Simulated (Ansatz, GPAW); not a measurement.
# Work function of I/Mo(110) at several levels, part 2 of 3

Aim: the work function of both faces of I/Mo(110), and its spread over functionals and bases.

GPAW 26.7.0 and Ansatz 0.2.0; Ansatz plane waves; slab in vacuum with a dipole correction, relaxation (the session's first sound run).

So far, upper work function (eV): step 2 (relaxing the atoms) 3.99.

## 3. The slab's potential

The work function is the vacuum plateau of the electrostatic potential less the Fermi level; a dipole layer lets the two faces have plateaus of their own.

This step: GPAW, PAW setups; slab in vacuum (GPAW 26.7.0).

Contents of run.py:

```python
import json
import numpy as np
from ase import Atoms
from gpaw import GPAW, PW

slab = Atoms(
    ['Mo', 'Mo', 'Mo', 'Mo', 'Mo', 'Mo', 'Mo', 'Mo', 'Mo', 'Mo', 'Mo', 'Mo', 'Mo', 'Mo', 'Mo', 'Mo', 'I'],
    positions=[
        [0.00000, 0.00000, 7.00000],
        [2.22739, 0.00000, 9.22739],
        [0.01574, -0.00000, 11.43585],
        [2.14653, -0.00000, 13.68066],
        [2.22739, 1.57500, 7.00000],
        [4.45477, 1.57500, 9.22739],
        [2.22744, 1.57273, 11.49424],
        [4.47239, 1.56522, 13.64308],
        [2.22739, -1.57500, 7.00000],
        [4.45477, -1.57500, 9.22739],
        [2.22744, -1.57273, 11.49424],
        [4.47239, -1.56522, 13.64308],
        [4.45477, 0.00000, 7.00000],
        [6.68216, 0.00000, 9.22739],
        [4.44944, 0.00000, 11.46714],
        [6.72640, 0.00000, 13.60212],
        [3.85284, 0.00000, 15.96705]],
    cell=[[4.45477, -3.15, 0.0], [4.45477, 3.15, 0.0], [0.0, 0.0, 23.35999]],
    pbc=[True, True, False])

slab.calc = GPAW(mode=PW(400), xc='PBE', kpts={'size': (6, 6, 1), 'gamma': True},
                 occupations={'name': 'fermi-dirac', 'width': 0.1}, nbands='160%',
                 convergence={'density': 1e-05}, maxiter=200,
                 poissonsolver={'dipolelayer': 'xy'},
                 symmetry={'tolerance': 1e-3}, txt='slab.txt')
result = {}
energy = slab.get_potential_energy()
fermi = slab.calc.get_fermi_level()
v = slab.calc.get_electrostatic_potential().mean((0, 1)) - fermi
n = slab.calc.get_pseudo_density().mean((0, 1))
L = slab.cell[2, 2]
z = np.arange(len(v)) * L / len(v)
low, high = slab.positions[:, 2].min(), slab.positions[:, 2].max()
below, above = np.interp([low - 4.8, high + 4.8], z, v)
slopes = [np.interp(x, z, np.gradient(v, z)) for x in (low - 4.8, high + 4.8)]
eps = np.array([[slab.calc.get_eigenvalues(k, s) for k in range(len(slab.calc.get_ibz_k_points()))]
                for s in range(slab.calc.get_number_of_spins())]) - fermi
top, bottom = eps[eps < 0].max(), eps[eps > 0].min()
dipole = slab.get_dipole_moment()[2]
print(f'energy {energy:.4f} eV, Fermi level {fermi:.4f} eV, dipole {dipole:.5f} e A')
print(f'potential 4.8 A off the faces, from the Fermi level: lower {below:.4f} eV, upper {above:.4f} eV')
print(f'slope of the potential there: lower {slopes[0]:.5f}, upper {slopes[1]:.5f} eV/A')
print(f'nearest levels on the mesh: {top:.4f} and {bottom:.4f} eV')
print('magnetic moment', round(slab.get_magnetic_moment(), 3))
result.update(energy=energy, fermi=fermi, dipole=dipole, below=below, above=above, slopes=slopes, edges=[top, bottom],
              z=z.tolist(), v=v.tolist(), n=n.tolist(), positions=slab.positions.tolist(),
              forces=slab.get_forces(apply_constraint=False).tolist(), moments=slab.get_magnetic_moments().tolist())
json.dump(result, open('result.json', 'w'))
```

Run with:

```sh
OMP_NUM_THREADS=1 OPENBLAS_NUM_THREADS=1 python run.py
```

The log of the run:

```text
energy -173.6228 eV, Fermi level 3.1201 eV, dipole 0.10083 e A
potential 4.8 A off the faces, from the Fermi level: lower 4.6394 eV, upper 3.9908 eV
slope of the potential there: lower -0.00174, upper 0.00022 eV/A
nearest levels on the mesh: -0.0038 and 0.0363 eV
magnetic moment 0.0
```

Wall time 55 min (1 thread of Arm Neoverse N1, shared host); peak memory 0.9 GiB.

Numbers from this step:

* dipole along the normal: 0.1008 e·Å
* levels nearest the Fermi level on the mesh: -0.003797, 0.03631 eV from the Fermi level
* upper work function: 3.991 eV
* lower work function: 4.639 eV

The electrostatic potential energy of an electron (without an applied field's), less the Fermi level, planar mean oscillates, so the rows of the table below give means over windows of 2.27 Å about each position, cut where the curve ends. Its maxima inside the range that stand out by 2 % of the span (Å: eV): 8.1: -2.08, 10.4: -2.14, 12.5: -2.66, 15.0: 0.543. Its minima: 7.0: -28.1, 9.2: -28.5, 11.5: -28.6, 13.6: -28.1, 16.0: -6.08.

Electrostatic potential energy of an electron (without an applied field's), less the Fermi level, planar mean against z; means over each step:

z (Å), electrostatic potential energy of an electron (without an applied field's), less the Fermi level, planar mean (eV) and a bar from the least value:
```
     1.14        4.6 ##############################
     3.41        4.6 ##############################
     5.68       -2.1 ###################
     7.95      -13.6 #
    10.22      -13.6 #
    12.49      -14.5 
    14.76       -7.6 ###########
    17.03        1.0 ########################
    19.30        4.0 #############################
    21.57        4.0 #############################
```

The pseudo valence density, planar mean by z:

z (Å), pseudo valence density, planar mean (e/Å³) and a bar from the least value:
```
     0.00       0.00 
     0.65       0.00 
     1.30       0.00 
     1.95       0.00 
     2.60       0.00 
     3.03       0.00 
     3.68       0.00 
     4.33       0.00 
     4.97       0.02 
     5.62       0.07 #
     6.27       0.38 ######
     6.92       1.95 ##############################
     7.57       0.63 ##########
     8.22       0.33 #####
     8.65       0.62 ##########
     9.30       1.94 ##############################
     9.95       0.46 #######
    10.60       0.36 ######
    11.25       1.56 ########################
    11.90       0.95 ###############
    12.55       0.34 #####
    13.19       0.88 ##############
    13.84       1.66 ##########################
    14.49       0.29 ####
    14.92       0.15 ##
    15.57       0.15 ##
    16.22       0.11 ##
    16.87       0.08 #
    17.52       0.01 
    18.17       0.00 
    18.82       0.00 
    19.47       0.00 
    20.12       0.00 
    20.55       0.00 
    21.20       0.00 
    21.85       0.00 
    22.49       0.00 
    23.14       0.00
```

Force by atom:

| atom | x (eV/Å) | y (eV/Å) | z (eV/Å) | size |
| --- | --- | --- | --- | --- |
| Mo1 | -0.005 | 0.000 | 0.488 | 0.488 |
| Mo2 | 0.061 | 0.000 | -0.600 | 0.603 |
| Mo3 | 0.000 | 0.000 | 0.022 | 0.022 |
| Mo4 | -0.009 | 0.000 | -0.034 | 0.036 |
| Mo5 | 0.013 | -0.034 | 0.554 | 0.555 |
| Mo6 | -0.013 | 0.040 | -0.402 | 0.404 |
| Mo7 | 0.001 | -0.010 | -0.015 | 0.018 |
| Mo8 | 0.005 | 0.015 | -0.037 | 0.040 |
| Mo9 | 0.013 | 0.034 | 0.554 | 0.555 |
| Mo10 | -0.013 | -0.040 | -0.402 | 0.404 |
| Mo11 | 0.001 | 0.010 | -0.015 | 0.018 |
| Mo12 | 0.005 | -0.015 | -0.037 | 0.040 |
| Mo13 | -0.031 | 0.000 | 0.436 | 0.437 |
| Mo14 | -0.033 | 0.000 | -0.613 | 0.613 |
| Mo15 | -0.004 | 0.000 | 0.006 | 0.008 |
| Mo16 | 0.018 | 0.000 | 0.000 | 0.018 |
| I17 | -0.006 | 0.000 | 0.079 | 0.079 |

The potential is flat to 0.002 eV/Å where it is read, so the vacuum is wide enough. The geometry is the other program's minimum; here the largest force on a free atom is 0.079 eV/Å.

## 4. Self-consistent run: xc = "RPBE"

The same geometry under RPBE, to see how far the functional moves the levels against the vacuum.

Edit run.py of step 3 so:

```diff
@@ -28,3 +28,3 @@
 
-slab.calc = GPAW(mode=PW(400), xc='PBE', kpts={'size': (6, 6, 1), 'gamma': True},
+slab.calc = GPAW(mode=PW(400), xc='RPBE', kpts={'size': (6, 6, 1), 'gamma': True},
                  occupations={'name': 'fermi-dirac', 'width': 0.1}, nbands='160%',
```

The log of the run:

```text
energy -164.7705 eV, Fermi level 3.2202 eV, dipole 0.09147 e A
potential 4.8 A off the faces, from the Fermi level: lower 4.4897 eV, upper 3.9016 eV
slope of the potential there: lower -0.00200, upper 0.00024 eV/A
nearest levels on the mesh: -0.0039 and 0.0369 eV
magnetic moment 0.0
```

The job ended after 56 min (1 thread; peak memory 0.9 GiB).

Numbers from this step:

```yaml
dipole_along_the_normal: 0.09147 e·Å
levels_nearest_the_fermi_level_on_the_mesh: -0.003882, 0.03689 eV from the Fermi level
upper_work_function: 3.902 eV
lower_work_function: 4.490 eV
```

The electrostatic potential energy of an electron (without an applied field's), less the Fermi level, planar mean oscillates, so the rows of the table below give means over windows of 2.27 Å about each position, cut where the curve ends. Its maxima inside the range that stand out by 2 % of the span (Å: eV): 8.1: -2.16, 10.4: -2.23, 12.5: -2.74, 15.0: 0.421. Its minima: 7.0: -28.1, 9.2: -28.6, 11.5: -28.6, 13.6: -28.2, 16.0: -6.20.

Table of electrostatic potential energy of an electron (without an applied field's), less the Fermi level, planar mean by z; means over each step:

z (Å), electrostatic potential energy of an electron (without an applied field's), less the Fermi level, planar mean (eV) and a bar from the least value:
```
     1.14        4.5 ##############################
     3.41        4.5 ##############################
     5.68       -2.3 ###################
     7.95      -13.7 #
    10.22      -13.7 #
    12.49      -14.6 
    14.76       -7.7 ###########
    17.03        0.9 ########################
    19.30        3.9 #############################
    21.57        3.9 #############################
```

The pseudo valence density, planar mean by z:

z (Å), pseudo valence density, planar mean (e/Å³) and a bar from the least value:
```
     0.00       0.00 
     0.65       0.00 
     1.30       0.00 
     1.95       0.00 
     2.60       0.00 
     3.03       0.00 
     3.68       0.00 
     4.33       0.00 
     4.97       0.02 
     5.62       0.07 #
     6.27       0.38 ######
     6.92       1.95 ##############################
     7.57       0.63 ##########
     8.22       0.33 #####
     8.65       0.62 ##########
     9.30       1.94 ##############################
     9.95       0.45 #######
    10.60       0.36 ######
    11.25       1.56 ########################
    11.90       0.95 ###############
    12.55       0.34 #####
    13.19       0.88 ##############
    13.84       1.66 ##########################
    14.49       0.29 ####
    14.92       0.15 ##
    15.57       0.15 ##
    16.22       0.11 ##
    16.87       0.08 #
    17.52       0.01 
    18.17       0.00 
    18.82       0.00 
    19.47       0.00 
    20.12       0.00 
    20.55       0.00 
    21.20       0.00 
    21.85       0.00 
    22.49       0.00 
    23.14       0.00
```

Force by atom:

| atom | x (eV/Å) | y (eV/Å) | z (eV/Å) | size |
| --- | --- | --- | --- | --- |
| Mo1 | -0.006 | 0.000 | 0.322 | 0.322 |
| Mo2 | 0.061 | 0.000 | -0.600 | 0.603 |
| Mo3 | -0.009 | 0.000 | 0.018 | 0.020 |
| Mo4 | -0.013 | 0.000 | 0.065 | 0.066 |
| Mo5 | 0.013 | -0.034 | 0.387 | 0.388 |
| Mo6 | -0.012 | 0.038 | -0.405 | 0.407 |
| Mo7 | 0.004 | -0.013 | -0.035 | 0.038 |
| Mo8 | 0.000 | 0.029 | 0.055 | 0.062 |
| Mo9 | 0.013 | 0.034 | 0.387 | 0.388 |
| Mo10 | -0.012 | -0.038 | -0.405 | 0.407 |
| Mo11 | 0.004 | 0.013 | -0.035 | 0.038 |
| Mo12 | 0.000 | -0.029 | 0.055 | 0.062 |
| Mo13 | -0.031 | 0.000 | 0.270 | 0.272 |
| Mo14 | -0.033 | 0.000 | -0.609 | 0.610 |
| Mo15 | -0.003 | 0.000 | 0.002 | 0.004 |
| Mo16 | 0.020 | 0.000 | 0.167 | 0.169 |
| I17 | 0.004 | 0.000 | 0.354 | 0.354 |

The upper face's work function is 3.902 eV, against 3.991 eV in the first plane-wave PBE run at this geometry.

## 5. Self-consistent run: xc = "revPBE"

The same geometry under revPBE, to see how far the functional moves the levels against the vacuum.

Edit run.py of step 4 so:

```diff
@@ -28,3 +28,3 @@
 
-slab.calc = GPAW(mode=PW(400), xc='RPBE', kpts={'size': (6, 6, 1), 'gamma': True},
+slab.calc = GPAW(mode=PW(400), xc='revPBE', kpts={'size': (6, 6, 1), 'gamma': True},
                  occupations={'name': 'fermi-dirac', 'width': 0.1}, nbands='160%',
```

The log of the run:

```text
energy -166.5991 eV, Fermi level 3.2044 eV, dipole 0.09493 e A
potential 4.8 A off the faces, from the Fermi level: lower 4.5102 eV, upper 3.8997 eV
slope of the potential there: lower -0.00188, upper 0.00023 eV/A
nearest levels on the mesh: -0.0039 and 0.0384 eV
magnetic moment 0.0
```

Wall time 59 min (1 thread); peak memory 0.9 GiB.

Numbers from this step:

- dipole along the normal: 0.09493 e·Å
- levels nearest the Fermi level on the mesh: -0.003891, 0.03839 eV from the Fermi level
- upper work function: 3.900 eV
- lower work function: 4.510 eV

The electrostatic potential energy of an electron (without an applied field's), less the Fermi level, planar mean oscillates, so the rows of the table below give means over windows of 2.27 Å about each position, cut where the curve ends. Its maxima inside the range that stand out by 2 % of the span (Å: eV): 8.1: -2.14, 10.4: -2.20, 12.5: -2.72, 15.0: 0.453. Its minima: 7.0: -28.1, 9.2: -28.6, 11.5: -28.6, 13.6: -28.2, 16.0: -6.17.

Electrostatic potential energy of an electron (without an applied field's), less the Fermi level, planar mean against z; means over each step:

| z (Å) | electrostatic potential energy of an electron (without an applied field's), less the Fermi level, planar mean (eV) |
| --- | --- |
| 1.14 | 4.49 |
| 3.41 | 4.48 |
| 5.68 | -2.23 |
| 7.95 | -13.7 |
| 10.22 | -13.7 |
| 12.49 | -14.5 |
| 14.76 | -7.63 |
| 17.03 | 0.890 |
| 19.30 | 3.89 |
| 21.57 | 3.90 |

The upper face's work function is 3.900 eV, against 3.991 eV in the first plane-wave PBE run at this geometry.

## 6. OptPBE vdW: xc = "optPBE-vdW"

The same geometry under optPBE-vdW, to see how far the functional moves the levels against the vacuum (the van der Waals functionals take revPBE setups).

Edit run.py of step 5 so:

```diff
@@ -28,3 +28,3 @@
 
-slab.calc = GPAW(mode=PW(400), xc='revPBE', kpts={'size': (6, 6, 1), 'gamma': True},
+slab.calc = GPAW(mode=PW(400), xc='optPBE-vdW', kpts={'size': (6, 6, 1), 'gamma': True},
                  occupations={'name': 'fermi-dirac', 'width': 0.1}, nbands='160%',
```

The log of the run:

```text
energy -403.4051 eV, Fermi level 3.0114 eV, dipole 0.09556 e A
potential 4.8 A off the faces, from the Fermi level: lower 4.8133 eV, upper 4.1991 eV
slope of the potential there: lower -0.00280, upper 0.00026 eV/A
nearest levels on the mesh: -0.0021 and 0.0140 eV
magnetic moment 0.0
```

Run time: 58 min. Hardware: 1 thread; peak memory 1.3 GiB.

This step gave:

```
dipole along the normal                    : 0.09556 e·Å
levels nearest the Fermi level on the mesh : -0.002112, 0.01398 eV from the Fermi level
upper work function                        : 4.199 eV
lower work function                        : 4.813 eV
```

The upper face's work function is 4.199 eV, against 3.991 eV in the first plane-wave PBE run at this geometry.

## 7. Real-space grid: mode = "fd"

A real-space grid is a second complete basis, so it checks the plane-wave result.

Edit run.py of step 6 so:

```diff
@@ -3,3 +3,3 @@
 from ase import Atoms
-from gpaw import GPAW, PW
+from gpaw import GPAW
 
@@ -28,3 +28,3 @@
 
-slab.calc = GPAW(mode=PW(400), xc='optPBE-vdW', kpts={'size': (6, 6, 1), 'gamma': True},
+slab.calc = GPAW(mode='fd', h=0.18, xc='PBE', kpts={'size': (6, 6, 1), 'gamma': True},
                  occupations={'name': 'fermi-dirac', 'width': 0.1}, nbands='160%',
```

The log of the run:

```text
energy -174.3059 eV, Fermi level -4.3146 eV, dipole 0.10056 e A
potential 4.8 A off the faces, from the Fermi level: lower 4.6382 eV, upper 3.9903 eV
slope of the potential there: lower -0.00155, upper 0.00008 eV/A
nearest levels on the mesh: -0.0034 and 0.0373 eV
magnetic moment 0.0
```

It took 3.8 h on 1 thread; peak memory 5.2 GiB.

Numbers from this step:

- dipole along the normal: 0.1006 e·Å
- levels nearest the Fermi level on the mesh: -0.003360, 0.03731 eV from the Fermi level
- upper work function: 3.990 eV
- lower work function: 4.638 eV

The upper face's work function is 3.990 eV, against 3.991 eV in the first plane-wave PBE run at this geometry.

## 8. All levels side by side

Times are for 1 thread of Arm Neoverse N1, shared host. The series side by side:

| no. | run | upper work function (eV) | lower work function (eV) | time | memory (GiB) |
| --- | --- | --- | --- | --- | --- |
| 1 | pw | 3.991 | 4.639 | 55 min | 0.9 |
| 2 | RPBE | 3.902 | 4.490 | 56 min | 0.9 |
| 3 | revPBE | 3.900 | 4.510 | 59 min | 0.9 |
| 4 | optPBE vdW | 4.199 | 4.813 | 58 min | 1.3 |
| 5 | fd | 3.990 | 4.638 | 3.8 h | 5.2 |

(Continued in part 3 of 3.)

[Logs are printed without paths, hosts, clocks, repeated set-up lines and the standing remarks that a program may print on its own settings, such as how far it seeks lower states.]

[Hosts, paths, dates, database ids (printed as entryN), source tags and the programs' standing remarks are cut or masked in the printed files.]
